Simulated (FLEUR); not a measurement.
## Collinear magnetic orders of GdP with FLEUR

Aim: find out whether GdP carries moments, and which collinear order costs least.

Main program and level: FLEUR MaX-R8.1; PBEsol with U = 6 eV on Gd f; all-electron FLAPW, Dirac cores, scalar-relativistic bands.

**1. Starting point**

Symmetry: Fm-3m, No. 225, cubic system. The conventional cell has a = 5.740 Å, b = 5.740 Å, c = 5.740 Å, α = 90.00°, β = 90.00°, γ = 90.00°. Gd has 6 P at 2.87 Å nearest. Nearest to P lie 6 Gd at 2.87 Å. Farther neighbours are not listed.

As a file:

```cif
data_structure
_symmetry_space_group_name_H-M 'P 1'
_symmetry_Int_Tables_number 1
_cell_length_a 4.0587
_cell_length_b 4.0587
_cell_length_c 4.0587
_cell_angle_alpha 60.000
_cell_angle_beta 60.000
_cell_angle_gamma 60.000
_cell_volume 47.28
loop_
_atom_site_label
_atom_site_type_symbol
_atom_site_fract_x
_atom_site_fract_y
_atom_site_fract_z
_atom_site_occupancy
Gd1 Gd 0.00000 0.00000 0.00000 1
P2 P 0.50000 0.50000 0.50000 1
```

The cell comes from a database of computed structures and need not be the stable phase.

**2. Order 1, typed as ferro +**

The parallel start comes first: it shows whether parallel moments hold. A Hubbard U acts on the open shell, since semilocal functionals spread its electrons too much.

The file n_mmp_mat seeds the f occupations with whole cubic orbitals by Hund's first rule, so that the U acts from the first pass. inpgen writes inp.xml from crystal.txt; cutoffs, mixing, functional, smearing and local orbitals are then set in the file. The k list default-1 (kpts.xml, not shown) is a Γ-centred 8×8×8 mesh; where the ranks do not divide the number of points, some are split in two of half the weight.

inp.xml

```
<?xml version="1.0" encoding="UTF-8" standalone="no"?>
<fleurInput fleurInputVersion="0.39">
   <comment>
      GdP
   </comment>
   <calculationSetup>
      <cutoffs Kmax="3.6" Gmax="10.8" GmaxXC="10.8" numbands="0"/>
      <scfLoop itmax="130" minDistance="0.0001" maxIterBroyd="15" imix="Anderson" alpha="0.05" precondParam="0.0" spinf="2.0" sdNocoIR="T"/>
      <coreElectrons ctail="T" frcor="F" kcrel="0" coretail_lmax="0"/>
      <xcFunctional name="PBEs" relativisticCorrections="F"/>
      <magnetism jspins="2"/>
      <soc l_soc="F" theta="0.0" phi="0.0" spav="F"/>
      <expertModes spex="0" secvar="F"/>
      <geometryOptimization l_f="F" forcealpha="1.0" forcemix="BFGS" epsdisp="0.00001" epsforce="0.00001"/>
      <ldaU l_linMix="F" mixParam="0.05" spinf="1.0"/>
   </calculationSetup>
   <cell>
      <bzIntegration valenceElectrons="23.0" mode="hist" fermiSmearingEnergy="0.00183747">
         <kPointListSelection listName="default-1"/>
         <xi:include xmlns:xi="http://www.w3.org/2001/XInclude" href="kpts.xml"> </xi:include>
      </bzIntegration>
      <xi:include xmlns:xi="http://www.w3.org/2001/XInclude" href="sym.xml"> </xi:include>
      <bulkLattice scale="1.0">
         <bravaisMatrix>
            <row-1>    0.0000000000000000     5.4233959069468174     5.4233959069468174</row-1>
            <row-2>    5.4233959069468174     0.0000000000000000     5.4233959069468174</row-2>
            <row-3>    5.4233959069468174     5.4233959069468174     0.0000000000000000</row-3>
         </bravaisMatrix>
      </bulkLattice>
   </cell>
   <atomSpecies>
      <species name="Gadolinium7.000" element="Gd" atomicNumber="64">
         <mtSphere radius="2.8" gridPoints="925" logIncrement="0.014"/>
         <atomicCutoffs lmax="10" lnonsphr="8"/>
         <electronConfig flipSpins="F">
            <coreConfig>(1s1/2) (2s1/2) (2p1/2) (2p3/2) (3s1/2) (3p1/2) (3p3/2) (4s1/2) (3d3/2) (3d5/2) (4p1/2) (4p3/2) (4d3/2) (4d5/2)</coreConfig>
            <valenceConfig>(5s1/2) (5p1/2) (5p3/2) (6s1/2) (4f5/2) (4f7/2) (5d3/2) (5d5/2)</valenceConfig>
            <stateOccupation state="(4f5/2)" spinUp="2.5" spinDown="0.5"/>
            <stateOccupation state="(4f7/2)" spinUp="4.0" spinDown="0.0"/>
            <stateOccupation state="(5d3/2)" spinUp="0.4" spinDown="0.0"/>
            <stateOccupation state="(5d5/2)" spinUp="0.6" spinDown="0.0"/>
         </electronConfig>
         <energyParameters s="6" p="6" d="5" f="4"/>
         <ldaU l="3" U="6.0" J="0.0" l_amf="F"/>
         <lo type="SCLO" l="0" n="5" eDeriv="0"/>
         <lo type="SCLO" l="1" n="5" eDeriv="0"/>
      </species>
      <species name="Phosphorous (P)" element="P" atomicNumber="15">
         <mtSphere radius="2.09" gridPoints="691" logIncrement="0.017"/>
         <atomicCutoffs lmax="8" lnonsphr="6"/>
         <electronConfig flipSpins="F">
            <coreConfig>(1s1/2) (2s1/2) (2p1/2) (2p3/2)</coreConfig>
            <valenceConfig>(3s1/2) (3p1/2) (3p3/2)</valenceConfig>
            <stateOccupation state="(3p1/2)" spinUp="0.500000" spinDown="0.500000"/>
            <stateOccupation state="(3p3/2)" spinUp="1.000000" spinDown="1.000000"/>
         </electronConfig>
         <energyParameters s="3" p="3" d="3" f="4"/>
      </species>
   </atomSpecies>
   <atomGroups>
      <atomGroup species="Gadolinium7.000">
         <relPos label="                   1">.0000000000 .0000000000 .0000000000</relPos>
         <force calculate="T" relaxXYZ="TTT"/>
      </atomGroup>
      <atomGroup species="Phosphorous (P)">
         <relPos label="                   2">1.000/2.000 1.000/2.000 1.000/2.000</relPos>
         <force calculate="T" relaxXYZ="TTT"/>
      </atomGroup>
   </atomGroups>
   <output dos="F" band="F" slice="F">
      <bandDOS minEnergy="-.5*Htr" maxEnergy="0.5*Htr" sigma="0.015" storeEVData="T"/>
      <plotting iplot="0" polar="F">
         <plot TwoD="T" vec1="  1.0  0.0  0.0" vec2="  0.0  1.0  0.0" vec3="  0.0  0.0  1.0" zero="  0.0  0.0  0.0" file="plot"/>
      </plotting>
      <moessbauerParams electricFieldGradient="F" isomerShift="F" coreHyperfine="F" valenceHyperfine="F"/>
   </output>
</fleurInput>
```

crystal.txt

```
GdP
&input film=F cartesian=F /
0.00000000000  2.86993751970  2.86993751970
2.86993751970  0.00000000000  2.86993751970
2.86993751970  2.86993751970  0.00000000000
1.8897261246
1.0 1.0 1.0

2
64 0.00000000000  0.00000000000  0.00000000000 : 7.000
15 0.50000000000  0.50000000000  0.50000000000

&kpt div1=8 div2=8 div3=8 gamma=T /
```

On the command line:

```sh
OMP_NUM_THREADS=1 inpgen -f crystal.txt > inpgen.log  # inp.xml is then edited as shown
OMP_NUM_THREADS=1 mpirun -n 4 fleur_MPI > fleur.log
```

What it wrote:

```text
Welcome to FLEUR        (www.flapw.de)
      MaX-Release 8.1          (www.max-centre.eu)

 ========== k-point set info ==========
 Selected k-point list: default-1
 k-point list type: mesh
 0 x 0 x 0
 Number of k points: 32

 ------------Calculation Setup---------------------------
 Number of MPI-tasks      :            4
 Number of PE/node        :            4
 Number of OMP-threads    :            1
 k-points in parallel     :            4
 pe's per k-point         :            1
 No of k-point loops      :            8
 Eigenvalue solver        :       lapack
 Number of basis functions:          277
 Approximate size of matrices (H+S) per k-point:         0.001 GB
 --------------------------------------------------------
 Iteration:     1   Distance:      22.46993394 me/bohr^3
 Iteration:     2   Distance:      21.54198796 me/bohr^3
 Iteration:     3   Distance:       7.74306874 me/bohr^3
 Iteration:     4   Distance:       4.13542634 me/bohr^3
 Iteration:     5   Distance:       1.54608950 me/bohr^3
 Iteration:     6   Distance:       0.29098238 me/bohr^3
 Iteration:     7   Distance:       0.23794440 me/bohr^3
 Iteration:     8   Distance:       0.07163416 me/bohr^3
 Iteration:     9   Distance:       0.06524843 me/bohr^3
 Iteration:    10   Distance:       0.01230767 me/bohr^3
 Iteration:    11   Distance:       0.01075250 me/bohr^3
 Iteration:    12   Distance:       0.00221463 me/bohr^3
 Iteration:    13   Distance:       0.00036426 me/bohr^3
 Iteration:    14   Distance:       0.00030109 me/bohr^3
 Iteration:    15   Distance:       0.00007335 me/bohr^3

 ********************************************************************
 Run finished successfully
 Stop message:
   all done
 ********************************************************************

--- out.xml (last complete iteration) ---
<iteration numberForCurrentRun="   15" overallNumber="   15">
         [... left out ...]
         <bandgap value="0.0000000000" units="eV"/>
         <sumValenceSingleParticleEnergies value="-4.3423852716" units="Htr"/>
         <FermiEnergy value="0.2772132968" units="Htr"/>
         <valenceDensity>
            <mtCharges spin="1">
               <mtCharge atomType="1" total="11.5301275" s="1.0776996" p="3.0069404" d="0.4640883" f="6.9773755"/>
               <mtCharge atomType="2" total="1.4900730" s="0.5855860" p="0.8916332" d="0.0115823" f="0.0010270"/>
            </mtCharges>
            <mtCharges spin="2">
               <mtCharge atomType="1" total="4.4833406" s="1.0710423" p="2.9864754" d="0.3798088" f="0.0417002"/>
               <mtCharge atomType="2" total="1.5603799" s="0.5942449" p="0.9556777" d="0.0094532" f="0.0008229"/>
            </mtCharges>
            <spinDependentCharge spin="1" total="15.0012764" interstitial="1.9810759" mtSpheres="13.0202005"/>
            <spinDependentCharge spin="2" total="7.9987236" interstitial="1.9550031" mtSpheres="6.0437205"/>
            <totalCharge value="23.0000000000"/>
         </valenceDensity>
         [... left out ...]
         <allElectronCharges>
            <spinDependentCharge spin="1" total="43.0012764" interstitial="1.9813794" mtSpheres="41.0198970"/>
            <spinDependentCharge spin="2" total="35.9987236" interstitial="1.9553090" mtSpheres="34.0434147"/>
            <totalCharge value="78.9999999853"/>
         </allElectronCharges>
         <magneticMomentsInMTSpheres units="muBohr">
            <globalMagMoment atomType="1" vec="0.00000   0.00000   7.04679"/>
            <localMagMoment atomType="1" vec="0.00000   0.00000   7.04679"/>
            <globalMagMoment atomType="2" vec="0.00000   0.00000  -0.07031"/>
            <localMagMoment atomType="2" vec="0.00000   0.00000  -0.07031"/>
         </magneticMomentsInMTSpheres>
         <moessbauerParams unitsHFF="kG" unitsIS="e/bohr^3" unitsEFG="Htr/bohr^2">
         </moessbauerParams>
         <totalEnergy value="   -11618.3569690389" units="Htr">
            <sumOfEigenvalues value="    -7129.8649476827">
               <coreElectrons value="-7125.5225624111"/>
               <valenceElectrons value="-4.3423852716"/>
            </sumOfEigenvalues>
            <densityCoulombPotentialIntegral value="-19414.7763167988"/>
            <densityEffectivePotentialIntegral value="-19768.8287164844"/>
            <chargeDenXCDenIntegral value="-269.1791171048"/>
            <FockExchangeEnergyValence value="0.0000000000"/>
            <FockExchangeEnergyCore value="0.0000000000"/>
            <atomTypeDependentContributions atomType="1">
               <electronNucleiInteractionDifferentMTs value="13839.3081093516"/>
               <MadelungTerm value="-30.7469329533"/>
            </atomTypeDependentContributions>
            <atomTypeDependentContributions atomType="2">
               <electronNucleiInteractionDifferentMTs value="402.9307640997"/>
               <MadelungTerm value="-8.5344502565"/>
            </atomTypeDependentContributions>
            <dftUCorrection value="-0.7667943248"/>
            <tkbTimesEntropy value="0.0000810255"/>
            <freeEnergy value="-11618.3570500644"/>
            <extrapolationTo0K value="-11618.3570095517"/>
         </totalEnergy>
         <ldaUDensityMatrix>
            <densityMatrixFor spin="1" atomType="1" uIndex="1" l="3" U="6.00000000" J="0.00000000">
               (+0.99729,+0.00000) (+0.00000,+0.00000) (+0.00000,+0.00000) (+0.00000,+0.00000) (+0.00097,+0.00000) (+0.00000,+0.00000) (+0.00000,+0.00000)
               (+0.00000,+0.00000) (+0.99560,+0.00000) (+0.00000,+0.00000) (+0.00000,+0.00000) (+0.00000,+0.00000) (+0.00043,+0.00000) (+0.00000,+0.00000)
               (+0.00000,+0.00000) (+0.00000,+0.00000) (+0.99678,+0.00000) (+0.00000,+0.00000) (+0.00000,+0.00000) (+0.00000,+0.00000) (+0.00097,+0.00000)
               (+0.00000,+0.00000) (+0.00000,+0.00000) (+0.00000,+0.00000) (+0.99804,+0.00000) (+0.00000,+0.00000) (+0.00000,+0.00000) (+0.00000,+0.00000)
               (+0.00097,+0.00000) (+0.00000,+0.00000) (+0.00000,+0.00000) (+0.00000,+0.00000) (+0.99678,+0.00000) (+0.00000,+0.00000) (+0.00000,+0.00000)
               (+0.00000,+0.00000) (+0.00043,+0.00000) (+0.00000,+0.00000) (+0.00000,+0.00000) (+0.00000,+0.00000) (+0.99560,+0.00000) (+0.00000,+0.00000)
               (+0.00000,+0.00000) (+0.00000,+0.00000) (+0.00097,+0.00000) (+0.00000,+0.00000) (+0.00000,+0.00000) (+0.00000,+0.00000) (+0.99729,+0.00000)
            </densityMatrixFor>
            <densityMatrixFor spin="2" atomType="1" uIndex="1" l="3" U="6.00000000" J="0.00000000">
               (+0.00767,+0.00000) (+0.00000,+0.00000) (+0.00000,+0.00000) (+0.00000,+0.00000) (+0.00313,+0.00000) (+0.00000,+0.00000) (+0.00000,+0.00000)
               (+0.00000,+0.00000) (+0.00207,+0.00000) (+0.00000,+0.00000) (+0.00000,+0.00000) (+0.00000,+0.00000) (+0.00156,+0.00000) (+0.00000,+0.00000)
               (+0.00000,+0.00000) (+0.00000,+0.00000) (+0.00606,+0.00000) (+0.00000,+0.00000) (+0.00000,+0.00000) (+0.00000,+0.00000) (+0.00313,+0.00000)
               (+0.00000,+0.00000) (+0.00000,+0.00000) (+0.00000,+0.00000) (+0.01010,+0.00000) (+0.00000,+0.00000) (+0.00000,+0.00000) (+0.00000,+0.00000)
               (+0.00313,+0.00000) (+0.00000,+0.00000) (+0.00000,+0.00000) (+0.00000,+0.00000) (+0.00606,+0.00000) (+0.00000,+0.00000) (+0.00000,+0.00000)
               (+0.00000,+0.00000) (+0.00156,+0.00000) (+0.00000,+0.00000) (+0.00000,+0.00000) (+0.00000,+0.00000) (+0.00207,+0.00000) (+0.00000,+0.00000)
               (+0.00000,+0.00000) (+0.00000,+0.00000) (+0.00313,+0.00000) (+0.00000,+0.00000) (+0.00000,+0.00000) (+0.00000,+0.00000) (+0.00767,+0.00000)
            </densityMatrixFor>
         </ldaUDensityMatrix>
         <ldaUDensityMatrixConvergence>
            <distance spin="1" distance="0.000000"/>
            <distance spin="2" distance="0.000001"/>
         </ldaUDensityMatrixConvergence>
         <densityConvergence units="me/bohr^3">
            <chargeDensity spin="1" distance="0.0000383733"/>
            <chargeDensity spin="2" distance="0.0000423534"/>
            <overallChargeDensity distance="0.0000733453"/>
            <spinDensity distance="0.0000339574"/>
         </densityConvergence>
      </iteration>
```

It took 9 s on 4 MPI ranks of Intel Xeon 6975P-C (Granite Rapids), shared host; peak memory 0.25 GiB.

Read from the output:

| Item | Value |
| --- | --- |
| free energy | -316151.6012 eV |
| program's band gap on this mesh (in a metal only a level spacing) | 0 eV |
| magnetization | 7.003 μB |
| final state | ferromagnetic, with opposed induced moments |
| largest moment | 7.047 μB |

After 15 cycles the largest moment stands at 7.05 μB.

[end of part 1 of 3]

[Logs and program files are shortened in this print: banners, set-up blocks, solver, clock and traceback lines can be left out without a mark of their own.]

[Logs are printed without paths, hosts, clocks, repeated set-up lines and the standing remarks that a program may print on its own settings, such as how far it seeks lower states.]

[Hosts, paths, dates, database ids (printed as entryN), source tags and the programs' standing remarks are cut or masked in the printed files.]

[Where a cell is said to come from a database of computed structures, the database is the Materials Project.]
